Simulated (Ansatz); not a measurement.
**Lattice dynamics of (CaO)3(YN)1 [001] superlattice, started as rocksalt type**

Aim: the phonons of (CaO)3(YN)1 [001] superlattice, started as rocksalt type at a cell relaxed beforehand at this level.

Main program and level: Ansatz 0.2.0; DFT PBEsol, scalar-relativistic, plane waves, PAW.

The structure was built from a prototype and need not be the compound's stable phase.

## Step 1: The structure

Symmetry: P4/mmm, No. 123, tetragonal system. Conventional cell: a = 3.390 Å, b = 3.390 Å, c = 9.592 Å, α = 90.00°, β = 90.00°, γ = 90.00°. Nearest to Ca lie 5 O at 2.38 to 2.40 Å and 1 N at 2.42 Å. Nearest to Ca lie 6 O at 2.40 Å. Nearest to N lie 4 Y at 2.40 Å and 2 Ca at 2.42 Å. O has 1 Y at 2.39 Å and 5 Ca at 2.40 Å nearest. Nearest to O lie 6 Ca at 2.38 to 2.40 Å. Y has 2 O at 2.39 Å and 4 N at 2.40 Å nearest. Farther neighbours and most contacts between anions are not listed.

## Step 2: Zone-centre response

The cell comes from relaxations at this level that are not shown. The zone centre is the only wavevector solved here; it holds the modes that light can see, as far as symmetry allows. The response to a homogeneous field gives the Born charges and the dielectric tensor, and its change with displacement the Raman tensors.

input.yaml reads:

```yaml
crystal:
  lattice:
    - [2.3971304646, 2.3971304646, 0.0]
    - [-2.3971304646, 2.3971304646, 0.0]
    - [0.0, 0.0, 9.5923035021]
  atoms:
    - { symbol: Ca, position: [0.0, 0.0, 0.0020772059] }
    - { symbol: Ca, position: [0.5, 0.5, 0.25] }
    - { symbol: Ca, position: [0.0, 0.0, 0.4979227941] }
    - { symbol: "N", position: [0.0, 0.0, 0.75] }
    - { symbol: O, position: [0.5, 0.5, -0.0006321129] }
    - { symbol: O, position: [0.0, 0.0, 0.25] }
    - { symbol: O, position: [0.5, 0.5, 0.5006321129] }
    - { symbol: "Y", position: [0.5, 0.5, 0.75] }
kpoints:
  mp_grid: { grid: [8, 8, 4] }
hamiltonian:
  xc: pbesol
scf:
  occupations: { method: fixed }
output:
  eigenvalues: true
phonons:
  method: dfpt
  dielectric: true
  rigid_motions: translations
  raman: true
```

On the command line:

```console
$ ansatz run input.yaml --threads 8 --pin off --max-ram 14336MiB --backend cpu --events-out ev --progress --plain --runs-dir out
```

The runs that follow: isotope substitution, element Ca, natural mass 40.078 amu; isotope substitution, element N, natural mass 14.007 amu; another isotope, element O, natural mass 15.999 amu. Settings of the main run: cutoff 420 eV, 8×8×4 k-mesh, fixed occupations.

**Question.** What will these runs give for the highest optical mode at the zone centre and top of the zone-centre spectrum with the field?

The structure is stable against zone-centre distortions, since no mode there is imaginary; runs at other wavevectors are not part of this account. Without the field, the optical modes at Γ span 128 to 504 cm⁻¹. The dispersion is not part of this account.

```
volume per atom                                         : 13.8 Å³
gap on the k-mesh                                       : 0.861 eV
highest optical mode at the zone centre (no LO-TO term) : 504 cm⁻¹
top of the zone-centre spectrum with the field          : 556 cm⁻¹
lowest optical zone-centre mode                         : 128 cm⁻¹
mean high-frequency dielectric constant                 : 5.58
mean static dielectric constant                         : 31.6
largest Born charge (third of the trace)                : 4.08 e
imaginary modes at Γ (the only wavevector solved)       : none
```

With the macroscopic field of the longitudinal modes the top of the zone-centre spectrum lies at 556 cm⁻¹, against 504 cm⁻¹ without it. Lattice motion raises the mean dielectric constant from 5.584 to 31.62. The strongest infrared line is at 224 cm⁻¹. Averaged over orientations, the strongest Raman line at 532 nm and 300 K is at 245 cm⁻¹. The tensors are the static, non-resonant ones, while 532 nm light (2.33 eV) lies above the computed gap. With the field response the log warns that the k mesh is coarse for the force constants too, so the frequencies may not be converged. In this run the field response is not settled by the k meshes in reach, so its dielectric tensor, Born charges and longitudinal modes are rough. The program warns that the Raman tensors are not converged in the k mesh, so the intensities are rough. The starting cell was built on a prototype and not taken from a measurement, so the phase need not exist. These are harmonic frequencies at zero temperature: anharmonic shifts, linewidths and thermal expansion are left out.

[Logs are printed without paths, hosts, clocks, repeated set-up lines and the standing remarks that a program may print on its own settings, such as how far it seeks lower states.]

[Hosts, paths, dates, database ids (printed as entryN), source tags and the programs' standing remarks are cut or masked in the printed files.]
